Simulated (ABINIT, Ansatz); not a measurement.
```xyz
10
Lattice="0.000 4.002 4.002 4.002 0.000 4.002 4.002 4.002 0.000" Properties=species:S:1:pos:R:3 pbc="T T T" subject="Sr2MgMoO6 (Fm-3m): G0W0 with ABINIT, start to end" method="RPA screening on LDA, plane waves, norm-conserving pseudopotentials (and 2 further levels or steps)" program="ABINIT 10.8.3" settings="cutoff 38 Ha, PseudoDojo scalar-relativistic 0.4.1 standard, norm-conserving, ngkpt (2, 2, 2), nband 248, ecuteps 6.5 Ha, inclvkb 2, shiftk (0, 0, 0), symchi 1, awtr 1, frequency ppm, 2×2×2 k-mesh" cost="4 runs, 13 min in all on 4 MPI ranks of Arm Neoverse N1, shared host" notes="The program’s warnings: nproc spkpt=  >= nkpt= * nsppol=. The cell and positions are those that the Materials Project relaxed with its own functionals (PBE, PBE+U or r2SCAN), kept fixed. Limits: no spin-orbit coupling. The 2×2×2 mesh is coarse for this cell, which bears on the long-range parts of exchange and screening." lda_gap="1.89 eV, indirect" g0w0_gap_on_the_mesh="3.44 eV" gw_settings="2×2×2 mesh, 248 bands, screening to 176.9 eV, Godby-Needs plasmon pole" known_limits="short of the basis limit; no spin-orbit coupling; coarse k mesh"
Sr    2.001    2.001    2.001
Sr    6.002    6.002    6.002
Mg    4.002    4.002    4.002
Mo    0.000    0.000    0.000
O     1.943    4.002    4.002
O     6.060    4.002    4.002
O     4.002    1.943    4.002
O     4.002    6.060    4.002
O     4.002    4.002    1.943
O     4.002    4.002    6.060
```

[Long decimals in the printed logs are rounded to 6 places.]

[Logs are printed without paths, hosts, clocks, repeated set-up lines and the standing remarks that a program may print on its own settings, such as how far it seeks lower states.]

[Paths, hosts, dates, memory and timing lines, banners, echoed tables and standing remarks are left out of the program output; an Ansatz launch command may be rebuilt from the run's recorded settings. Measured values are a selection of at most five: reports struck by readers or far from the other reports are left out. None is set beside runs whose start may be inverted or whose files or cutoffs have a known fault.]

[Runs of the session that timed out or met a known fault of the program may be left out.]

[Hosts, paths, dates, database ids (printed as entryN), source tags and the programs' standing remarks are cut or masked in the printed files.]

[G0W0 gaps are taken among the corrected bands and points alone; a level outside them can change the order at an edge.]

[Where Ansatz stands beside ABINIT at settings called matched, ABINIT's density can come from a denser mesh and the files from another edition; pairs whose starting gaps differed by over 0.03 eV were left out, so agreement reads better than it is.]
